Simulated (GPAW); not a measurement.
## Geometry or basis: what sets the conductance of a Ru chain with two Au atoms in line

How well does a Ru chain with two Au atoms in line conduct once its atoms have relaxed, and how much do cheaper levels lose?

Main program and level: GPAW 26.7.0; GPAW LCAO, PAW setups; relaxation of the junction within the symmetry of its start, lead ends held, in the first sound run; inputs show where later runs differ.

## Step 1: Set-up

The cell holds 18 atoms: 16 Ru and 2 Au. Its edges and angles: a = 9.000 Å, b = 9.000 Å, c = 41.139 Å, α = 90.0°, β = 90.0°, γ = 90.0°. Regions: left lead, 8 atoms (8 Ru); channel, 2 atoms (2 Au); right lead, 8 atoms (8 Ru). Vacuum lies along a and b. The structure is stacked along c, and the current runs across the ab planes.

## Step 2: Relaxing the atoms

Transmission follows bond lengths closely, so the atoms between the held lead ends are relaxed first, within whatever symmetry the start has.

Input file run.py:

```python
import json
from ase import Atoms
from ase.constraints import FixAtoms
from ase.optimize import BFGS
from gpaw import GPAW, FermiDirac

device = Atoms(
    ['Ru', 'Ru', 'Ru', 'Ru', 'Ru', 'Ru', 'Ru', 'Ru', 'Au', 'Au', 'Ru', 'Ru', 'Ru', 'Ru', 'Ru', 'Ru', 'Ru', 'Ru'],
    positions=[
        [4.50000, 4.50000, 1.12500],
        [4.50000, 4.50000, 3.37500],
        [4.50000, 4.50000, 5.62500],
        [4.50000, 4.50000, 7.87500],
        [4.50000, 4.50000, 10.12500],
        [4.50000, 4.50000, 12.37500],
        [4.50000, 4.50000, 14.62500],
        [4.50000, 4.50000, 16.87500],
        [4.50000, 4.50000, 19.26940],
        [4.50000, 4.50000, 21.86940],
        [4.50000, 4.50000, 24.26380],
        [4.50000, 4.50000, 26.51380],
        [4.50000, 4.50000, 28.76380],
        [4.50000, 4.50000, 31.01380],
        [4.50000, 4.50000, 33.26380],
        [4.50000, 4.50000, 35.51380],
        [4.50000, 4.50000, 37.76380],
        [4.50000, 4.50000, 40.01380]],
    cell=[[9.0, 0.0, 0.0], [0.0, 9.0, 0.0], [0.0, 0.0, 41.1388]],
    pbc=True)

device.set_constraint(FixAtoms([0, 1, 2, 3, 4, 5, 6, 11, 12, 13, 14, 15, 16, 17]))
device.calc = GPAW(mode='lcao', basis='dzp', xc='PBE', h=0.18,
                   kpts={'size': (1, 1, 2), 'gamma': True},
                   symmetry={'tolerance': 1e-3, 'extra_ids': [1, 1, 1, 1, 1, 1, 1, 0, 0, 0, 0, 1, 1, 1, 1, 1, 1, 1]},
                   occupations=FermiDirac(0.1), maxiter=250,
                   mixer=dict(beta=0.1, nmaxold=8, weight=100.0),
                   convergence=dict(density=0.0001), txt='relax.txt')
path = []
opt = BFGS(device, maxstep=0.15)
opt.attach(lambda: path.append((device.get_potential_energy(), device.positions.tolist(), device.get_forces().tolist())))
relaxed = bool(opt.run(fmax=0.05, steps=50))
json.dump(dict(relaxed=relaxed, path=path, positions=device.positions.tolist(), moments=device.get_magnetic_moments().tolist(),
               forces=device.get_forces(apply_constraint=False).tolist()), open('result.json', 'w'))
```

The run is started by

```sh
> OMP_NUM_THREADS=1 OPENBLAS_NUM_THREADS=1 python run.py
```

What it wrote:

```text
Step          Energy          fmax
BFGS:    0      -76.114397        3.878802
BFGS:    1      -76.460848        2.111669
BFGS:    2      -76.613802        0.717457
BFGS:    3      -76.626474        0.522736
BFGS:    4      -76.638683        0.058699
BFGS:    5      -76.638853        0.020591
```

Run time: 18 min. Hardware: 1 thread of Arm Neoverse V1, shared host; peak memory 2.1 GiB.

The steps of the relaxation:

| step | energy less that of the first step (eV) | largest force (eV/Å) |
| --- | --- | --- |
| 1 | 0.0000 | 3.8788 |
| 2 | -0.3633 | 2.1117 |
| 3 | -0.5347 | 0.7175 |
| 4 | -0.5491 | 0.5227 |
| 5 | -0.5631 | 0.0587 |
| 6 | -0.5633 | 0.0206 |

The atoms that moved most (Å):

| atom | dx | dy | dz | length |
| --- | --- | --- | --- | --- |
| Ru11 | 0.000 | 0.000 | 0.133 | 0.133 |
| Ru8 | 0.000 | 0.000 | -0.133 | 0.133 |
| Au9 | 0.000 | 0.000 | -0.020 | 0.020 |
| Au10 | 0.000 | 0.000 | 0.020 | 0.020 |

The relaxation lowered the energy of the cell by 0.563 eV (energies extrapolated to zero smearing; the optimiser's log prints free energies). The largest force left on a free atom is 0.021 eV/Å.

## Step 3: Double-zeta polarised basis

The script solves lead and junction separately, takes H and S in the orbital basis, and joins semi-infinite leads through their self-energies; the dzp basis is the working standard.

This step: GPAW LCAO, PAW setups; Landauer transmission from Green's functions with principal layers (ASE), zero bias (GPAW 26.7.0).

Input file run.py:

```python
import json
import numpy as np
from ase import Atoms
from ase.transport.calculators import TransportCalculator
from gpaw import GPAW, FermiDirac
from gpaw.lcao.tools import get_lcao_hamiltonian
from scipy.linalg import eigh

# The junction with lead layers at both ends, along the third cell vector
device = Atoms(
    ['Ru', 'Ru', 'Ru', 'Ru', 'Ru', 'Ru', 'Ru', 'Ru', 'Au', 'Au', 'Ru', 'Ru', 'Ru', 'Ru', 'Ru', 'Ru', 'Ru', 'Ru'],
    positions=[
        [4.50000, 4.50000, 1.12500],
        [4.50000, 4.50000, 3.37500],
        [4.50000, 4.50000, 5.62500],
        [4.50000, 4.50000, 7.87500],
        [4.50000, 4.50000, 10.12500],
        [4.50000, 4.50000, 12.37500],
        [4.50000, 4.50000, 14.62500],
        [4.50000, 4.50000, 16.74157],
        [4.50000, 4.50000, 19.24907],
        [4.50000, 4.50000, 21.88973],
        [4.50000, 4.50000, 24.39723],
        [4.50000, 4.50000, 26.51380],
        [4.50000, 4.50000, 28.76380],
        [4.50000, 4.50000, 31.01380],
        [4.50000, 4.50000, 33.26380],
        [4.50000, 4.50000, 35.51380],
        [4.50000, 4.50000, 37.76380],
        [4.50000, 4.50000, 40.01380]],
    cell=[[9.0, 0.0, 0.0], [0.0, 9.0, 0.0], [0.0, 0.0, 41.1388]],
    pbc=True)

# One principal layer of the lead: the first 5 atoms of the device
lead = Atoms(
    ['Ru', 'Ru', 'Ru', 'Ru', 'Ru'],
    positions=[
        [4.50000, 4.50000, 1.12500],
        [4.50000, 4.50000, 3.37500],
        [4.50000, 4.50000, 5.62500],
        [4.50000, 4.50000, 7.87500],
        [4.50000, 4.50000, 10.12500]],
    cell=[[9.0, 0.0, 0.0], [0.0, 9.0, 0.0], [0.0, 0.0, 11.25]],
    pbc=True)

settings = dict(mode='lcao', basis='dzp', xc='PBE', h=0.2,
                occupations=FermiDirac(0.1), maxiter=250,
                mixer=dict(beta=0.1, nmaxold=8, weight=100.0),
                convergence=dict(density=0.0001))
energies = np.arange(-2, 2 + 1e-9, 0.025)
eta = 0.0001
n1, n2 = 1, 1
# k and -k transmit alike, so half of the mesh across the current serves
mesh = [(i, j) for i in range(n1) for j in range(n2) if (i, j) <= (-i % n1, -j % n2)]
weights = np.array([1 if (i, j) == (-i % n1, -j % n2) else 2 for i, j in mesh]) / (n1 * n2)

# [... helper functions left out ...]
fermi_lead = ground_state(lead, (1, 1, 10), 'lead.txt')
fermi_device = ground_state(device, (1, 1, 2), 'device.txt')
# [... loop over the mesh left out, but for ...]
        # Shift the lead onto the potential of the device's first layer
        shift = ((H[:, 0, 0] - H0[:, 0, 0]) / S0[0, 0]).real.mean()
# [...]
kT = 8.617333e-5 * 300
bias = [0.1, 0.2, 0.5, 1.0, 1.5, 2.0]
# [... integrals and printing left out ...]
```

What it wrote:

```text
basis functions: device 494, principal layer 145
Fermi level: lead -3.4328 eV, device -3.4955 eV; lead shifted by -0.0151 eV
largest coupling past the next layer 2.00e-05 eV, largest misfit of the first layer 0.073 eV
  E-E_F (eV)   T (one spin)  [channel counts left out]
    -2.000    1.7990e+00
    -1.975    1.6673e+00
    -1.950    1.5457e+00
    -1.925    1.4335e+00
    -1.900    1.3303e+00
    -1.875    1.2352e+00
    -1.850    1.1478e+00
    -1.825    1.0678e+00
    -1.800    9.9826e-01
    -1.775    7.8477e-01
    -1.750    8.3785e-01
    -1.725    7.8119e-01
    -1.700    7.2526e-01
    -1.675    6.7221e-01
    -1.650    6.2230e-01
    -1.625    5.7549e-01
[...]
1.825    9.4222e-01
     1.850    9.4548e-01
     1.875    9.4862e-01
     1.900    9.5158e-01
     1.925    9.5429e-01
     1.950    9.5666e-01
     1.975    9.5857e-01
     2.000    9.5982e-01
conductance at 300 K: 0.94263 G0 a cell; thermopower 0.5999 uV/K
current from the zero-bias T(E) at 0.1 V: 7.3033 uA
current from the zero-bias T(E) at 0.2 V: 14.606 uA
current from the zero-bias T(E) at 0.5 V: 36.491 uA
current from the zero-bias T(E) at 1.0 V: 72.724 uA
current from the zero-bias T(E) at 1.5 V: 108.36 uA
current from the zero-bias T(E) at 2.0 V: 143.95 uA
```

Elapsed: 5.9 min, on 1 thread; peak memory 1.6 GiB.

This step gave:

```yaml
conductance: 0.9426 G₀
largest_coupling_past_the_next_principal_layer: 2.00e-5 eV
largest_misfit_of_the_first_principal_layer: 0.07318 eV
shift_that_aligns_the_lead: -0.01505 eV
basis_functions_of_the_junction: 494
basis_functions_of_a_principal_layer: 145
transmission_at_the_fermi_level_one_spin: 0.9427
```

One spin. Table of transmission, zone mean by energy, zero at the Fermi level:

| energy (eV) | transmission, zone mean |
| --- | --- |
| -2.000 | 1.80 |
| -1.900 | 1.33 |
| -1.800 | 0.998 |
| -1.700 | 0.725 |
| -1.600 | 0.532 |
| -1.500 | 0.383 |
| -1.400 | 0.272 |
| -1.300 | 0.176 |
| -1.200 | 0.804 |
| -1.100 | 0.993 |
| -1.050 | 1.01 |
| -1.000 | 1.01 |
| -0.900 | 0.982 |
| -0.800 | 0.967 |
| -0.700 | 0.964 |
| -0.600 | 0.966 |
| -0.500 | 0.967 |
| -0.400 | 0.966 |
| -0.300 | 0.963 |
| -0.200 | 0.958 |
| -0.100 | 0.950 |
| 0.000 | 0.943 |
| 0.100 | 0.935 |
| 0.200 | 0.926 |
| 0.300 | 0.916 |
| 0.400 | 0.903 |
| 0.500 | 0.889 |
| 0.600 | 0.877 |
| 0.700 | 0.865 |
| 0.800 | 0.858 |
| 0.900 | 0.856 |
| 1.000 | 0.860 |
| 1.100 | 0.868 |
| 1.200 | 0.879 |
| 1.300 | 0.891 |
| 1.400 | 0.901 |
| 1.500 | 0.909 |
| 1.600 | 0.917 |
| 1.700 | 0.925 |
| 1.800 | 0.939 |
| 1.900 | 0.952 |
| 2.000 | 0.960 |

Not self-consistent under bias; the bias window is split evenly. The current through one cell, from the zero-bias transmission by bias:

| bias (V) | current through one cell, from the zero-bias transmission (μA) |
| --- | --- |
| 0.100 | 7.30 |
| 0.200 | 14.6 |
| 0.500 | 36.5 |
| 1.000 | 72.7 |
| 1.500 | 108 |
| 2.000 | 144 |

Table of transmission of the three most open eigenchannels by energy, zero at the Fermi level:

| energy (eV) | channel 1 | channel 2 | channel 3 |
| --- | --- | --- | --- |
| -2.000 | 0.824 | 0.488 | 0.488 |
| -1.800 | 0.577 | 0.211 | 0.211 |
| -1.600 | 0.309 | 0.111 | 0.111 |
| -1.400 | 0.131 | 0.0704 | 0.0704 |
| -1.200 | 0.649 | 0.0536 | 0.0509 |
| -1.000 | 0.903 | 0.0411 | 0.0411 |
| -0.800 | 0.884 | 0.0363 | 0.0363 |
| -0.600 | 0.890 | 0.0346 | 0.0346 |
| -0.400 | 0.893 | 0.0346 | 0.0346 |
| -0.200 | 0.886 | 0.0346 | 0.0346 |
| 0.000 | 0.874 | 0.0332 | 0.0332 |
| 0.200 | 0.864 | 0.0299 | 0.0299 |
| 0.400 | 0.849 | 0.0262 | 0.0262 |
| 0.600 | 0.828 | 0.0234 | 0.0234 |
| 0.800 | 0.812 | 0.0224 | 0.0224 |
| 1.000 | 0.813 | 0.0231 | 0.0231 |
| 1.200 | 0.830 | 0.0242 | 0.0242 |
| 1.400 | 0.852 | 0.0245 | 0.0245 |
| 1.600 | 0.870 | 0.0236 | 0.0236 |
| 1.800 | 0.894 | 0.0223 | 0.0223 |
| 2.000 | 0.923 | 0.0186 | 0.0186 |

Couplings past the next layer reach 2.0e-5 eV, small enough to drop; the matrix elements of the cell's first layer differ from the bulk lead's by up to 0.073 eV. That layer keeps its own values in the calculation, and only beyond it is the lead taken as perfect. The Fermi levels of lead and junction count from different zeros of potential, one for each periodic cell; with both set to zero, the small remaining shift is what aligns them. Without spin-orbit coupling, which is large for these atoms, channel counts and T are those of the scalar-relativistic bands. By hand: G = 0.9426 × 77.48 μS = 73.0 μS, a resistance of 13.7 kΩ; at 0.1 V a linear junction would pass 7.30 μA, and the integral over the bias window gives 7.30 μA.

## Step 4: GPAW, szp: basis = "szp(dzp)"

The second zeta is dropped, the polarisation orbitals stay.

run.py: that of step 3 with these lines changed.

```diff
@@ -45,3 +45,3 @@
 
-settings = dict(mode='lcao', basis='dzp', xc='PBE', h=0.2,
+settings = dict(mode='lcao', basis='szp(dzp)', xc='PBE', h=0.2,
                 occupations=FermiDirac(0.1), maxiter=250,
```

What it wrote:

```text
basis functions: device 274, principal layer 80
Fermi level: lead -3.4678 eV, device -3.5381 eV; lead shifted by -0.0168 eV
largest coupling past the next layer 2.01e-05 eV, largest misfit of the first layer 0.084 eV
  E-E_F (eV)   T (one spin)  [channel counts left out]
    -2.000    2.1818e+00
    -1.975    2.0304e+00
    -1.950    1.8861e+00
    -1.925    1.7505e+00
    -1.900    1.6244e+00
    -1.875    1.5076e+00
    -1.850    1.3998e+00
    -1.825    1.3005e+00
    -1.800    1.2094e+00
    -1.775    1.1264e+00
    -1.750    1.0544e+00
    -1.725    1.0427e+00
    -1.700    8.5983e-01
    -1.675    8.1406e-01
    -1.650    7.5854e-01
    -1.625    7.0424e-01
[...]
1.825    8.3421e-01
     1.850    8.3618e-01
     1.875    8.3794e-01
     1.900    8.3937e-01
     1.925    8.4035e-01
     1.950    8.4067e-01
     1.975    8.4005e-01
     2.000    8.3808e-01
conductance at 300 K: 0.95371 G0 a cell; thermopower 0.8536 uV/K
current from the zero-bias T(E) at 0.1 V: 7.3885 uA
current from the zero-bias T(E) at 0.2 V: 14.772 uA
current from the zero-bias T(E) at 0.5 V: 36.827 uA
current from the zero-bias T(E) at 1.0 V: 72.826 uA
current from the zero-bias T(E) at 1.5 V: 107.63 uA
current from the zero-bias T(E) at 2.0 V: 141.98 uA
```

It took 3 min on 1 thread; peak memory 1.5 GiB.

This step gave:

```
conductance                                    : 0.9537 G₀
largest coupling past the next principal layer : 2.01e-5 eV
largest misfit of the first principal layer    : 0.08442 eV
shift that aligns the lead                     : -0.01681 eV
basis functions of the junction                : 274
basis functions of a principal layer           : 80
transmission at the Fermi level (one spin)     : 0.9540
```

One spin. Table of transmission, zone mean by energy, zero at the Fermi level:

| energy (eV) | transmission, zone mean |
| --- | --- |
| -2.000 | 2.18 |
| -1.900 | 1.62 |
| -1.800 | 1.21 |
| -1.700 | 0.860 |
| -1.600 | 0.653 |
| -1.500 | 0.475 |
| -1.400 | 0.337 |
| -1.300 | 0.231 |
| -1.200 | 0.126 |
| -1.100 | 0.824 |
| -1.000 | 0.957 |
| -0.900 | 0.958 |
| -0.800 | 0.946 |
| -0.700 | 0.936 |
| -0.600 | 0.932 |
| -0.500 | 0.939 |
| -0.400 | 0.952 |
| -0.300 | 0.963 |
| -0.200 | 0.968 |
| -0.100 | 0.964 |
| 0.000 | 0.954 |
| 0.100 | 0.942 |
| 0.200 | 0.929 |
| 0.300 | 0.916 |
| 0.400 | 0.901 |
| 0.500 | 0.885 |
| 0.600 | 0.866 |
| 0.700 | 0.847 |
| 0.800 | 0.830 |
| 0.900 | 0.817 |
| 1.000 | 0.811 |
| 1.100 | 0.810 |
| 1.200 | 0.813 |
| 1.300 | 0.817 |
| 1.400 | 0.819 |
| 1.500 | 0.819 |
| 1.600 | 0.824 |
| 1.700 | 0.823 |
| 1.800 | 0.832 |
| 1.900 | 0.839 |
| 2.000 | 0.838 |

Not self-consistent under bias; the bias window is split evenly. Current through one cell, from the zero-bias transmission against bias:

| bias (V) | current through one cell, from the zero-bias transmission (μA) |
| --- | --- |
| 0.100 | 7.39 |
| 0.200 | 14.8 |
| 0.500 | 36.8 |
| 1.000 | 72.8 |
| 1.500 | 108 |
| 2.000 | 142 |

Table of transmission of the three most open eigenchannels by energy, zero at the Fermi level:

| energy (eV) | channel 1 | channel 2 | channel 3 |
| --- | --- | --- | --- |
| -2.000 | 0.879 | 0.651 | 0.651 |
| -1.900 | 0.771 | 0.427 | 0.427 |
| -1.800 | 0.644 | 0.283 | 0.283 |
| -1.700 | 0.467 | 0.196 | 0.196 |
| -1.600 | 0.366 | 0.143 | 0.143 |
| -1.500 | 0.255 | 0.110 | 0.110 |
| -1.400 | 0.163 | 0.0873 | 0.0873 |
| -1.300 | 0.0867 | 0.0720 | 0.0720 |
| -1.200 | 0.0611 | 0.0611 | 0.00385 |
| -1.100 | 0.673 | 0.0535 | 0.0535 |
| -1.000 | 0.835 | 0.0480 | 0.0480 |
| -0.900 | 0.852 | 0.0442 | 0.0442 |
| -0.800 | 0.850 | 0.0418 | 0.0418 |
| -0.700 | 0.845 | 0.0403 | 0.0403 |
| -0.600 | 0.845 | 0.0396 | 0.0396 |
| -0.500 | 0.854 | 0.0395 | 0.0395 |
| -0.400 | 0.868 | 0.0397 | 0.0397 |
| -0.300 | 0.879 | 0.0398 | 0.0398 |
| -0.200 | 0.884 | 0.0396 | 0.0396 |
| -0.100 | 0.883 | 0.0388 | 0.0388 |
| 0.000 | 0.876 | 0.0374 | 0.0374 |
| 0.100 | 0.868 | 0.0352 | 0.0352 |
| 0.200 | 0.861 | 0.0328 | 0.0328 |
| 0.300 | 0.853 | 0.0302 | 0.0302 |
| 0.400 | 0.844 | 0.0279 | 0.0279 |
| 0.500 | 0.831 | 0.0259 | 0.0259 |
| 0.600 | 0.816 | 0.0245 | 0.0245 |
| 0.700 | 0.798 | 0.0236 | 0.0236 |
| 0.800 | 0.783 | 0.0231 | 0.0231 |
| 0.900 | 0.770 | 0.0231 | 0.0231 |
| 1.000 | 0.763 | 0.0233 | 0.0233 |
| 1.100 | 0.762 | 0.0236 | 0.0236 |
| 1.200 | 0.765 | 0.0237 | 0.0237 |
| 1.300 | 0.769 | 0.0235 | 0.0235 |
| 1.400 | 0.773 | 0.0230 | 0.0230 |
| 1.500 | 0.775 | 0.0220 | 0.0220 |
| 1.600 | 0.782 | 0.0208 | 0.0208 |
| 1.700 | 0.784 | 0.0195 | 0.0195 |
| 1.800 | 0.796 | 0.0181 | 0.0181 |
| 1.900 | 0.808 | 0.0156 | 0.0156 |
| 2.000 | 0.820 | 0.00896 | 0.00896 |

The conductance, 0.954 G₀, lies 1.2 % above that of the dzp run.

## Step 5: GPAW, sz: basis = "sz(dzp)"

The minimal basis is the cheapest rung: no second zeta and no polarisation.

run.py: that of step 4 with these lines changed.

```diff
@@ -45,3 +45,3 @@
 
-settings = dict(mode='lcao', basis='szp(dzp)', xc='PBE', h=0.2,
+settings = dict(mode='lcao', basis='sz(dzp)', xc='PBE', h=0.2,
                 occupations=FermiDirac(0.1), maxiter=250,
```

What it wrote:

```text
basis functions: device 220, principal layer 65
Fermi level: lead -3.5085 eV, device -3.5674 eV; lead shifted by -0.0186 eV
largest coupling past the next layer 2.00e-05 eV, largest misfit of the first layer 0.094 eV
  E-E_F (eV)   T (one spin)  [channel counts left out]
    -2.000    2.2784e+00
    -1.975    2.1318e+00
    -1.950    1.9902e+00
[...]
1.975    7.5190e-01
     2.000    7.4788e-01
conductance at 300 K: 0.9588 G0 a cell; thermopower 1.081 uV/K
current from the zero-bias T(E) at 0.1 V: 7.4278 uA
current from the zero-bias T(E) at 0.2 V: 14.85 uA
current from the zero-bias T(E) at 0.5 V: 37.015 uA
current from the zero-bias T(E) at 1.0 V: 73.22 uA
current from the zero-bias T(E) at 1.5 V: 108.37 uA
current from the zero-bias T(E) at 2.0 V: 142.99 uA
```

It took 2.5 min on 1 thread; peak memory 1.4 GiB.

Numbers from this step:

| Quantity | Value |
| --- | --- |
| conductance | 0.9588 G₀ |
| largest coupling past the next principal layer | 2.00e-5 eV |
| largest misfit of the first principal layer | 0.09423 eV |
| shift that aligns the lead | -0.01862 eV |
| basis functions of the junction | 220 |
| basis functions of a principal layer | 65 |
| transmission at the Fermi level (one spin) | 0.9591 |

The conductance, 0.959 G₀, lies 1.7 % above that of the dzp run.

## Step 6: RPBE in the dzp basis: xc = "RPBE"

Back in the dzp basis, the functional changes from PBE to RPBE, to set the spread between functionals beside that between bases.

run.py: that of step 5 with these lines changed.

```diff
@@ -45,3 +45,3 @@
 
-settings = dict(mode='lcao', basis='sz(dzp)', xc='PBE', h=0.2,
+settings = dict(mode='lcao', basis='dzp', xc='RPBE', h=0.2,
                 occupations=FermiDirac(0.1), maxiter=250,
```

What it wrote:

```text
basis functions: device 494, principal layer 145
Fermi level: lead -3.3242 eV, device -3.3839 eV; lead shifted by -0.0164 eV
largest coupling past the next layer 2.01e-05 eV, largest misfit of the first layer 0.075 eV
  E-E_F (eV)   T (one spin)  [channel counts left out]
    -2.000    1.7049e+00
    -1.975    1.5799e+00
    -1.950    1.4648e+00
[...]
1.975    9.4522e-01
     2.000    9.4627e-01
conductance at 300 K: 0.94072 G0 a cell; thermopower 0.6345 uV/K
current from the zero-bias T(E) at 0.1 V: 7.2887 uA
current from the zero-bias T(E) at 0.2 V: 14.579 uA
current from the zero-bias T(E) at 0.5 V: 36.469 uA
current from the zero-bias T(E) at 1.0 V: 72.602 uA
current from the zero-bias T(E) at 1.5 V: 108.1 uA
current from the zero-bias T(E) at 2.0 V: 143.41 uA
```

Wall time 5.3 min (1 thread); peak memory 1.6 GiB.

This step gave:

* conductance: 0.9407 G₀
* largest coupling past the next principal layer: 2.01e-5 eV
* largest misfit of the first principal layer: 0.07450 eV
* shift that aligns the lead: -0.01642 eV
* basis functions of the junction: 494
* basis functions of a principal layer: 145
* transmission at the Fermi level (one spin): 0.9407

The conductance, 0.941 G₀, lies 0.2 % below that of the dzp run.

[end of part 1 of 2]

[Logs are printed without paths, hosts, clocks, repeated set-up lines and the standing remarks that a program may print on its own settings, such as how far it seeks lower states.]

[Hosts, paths, dates, database ids (printed as entryN), source tags and the programs' standing remarks are cut or masked in the printed files.]
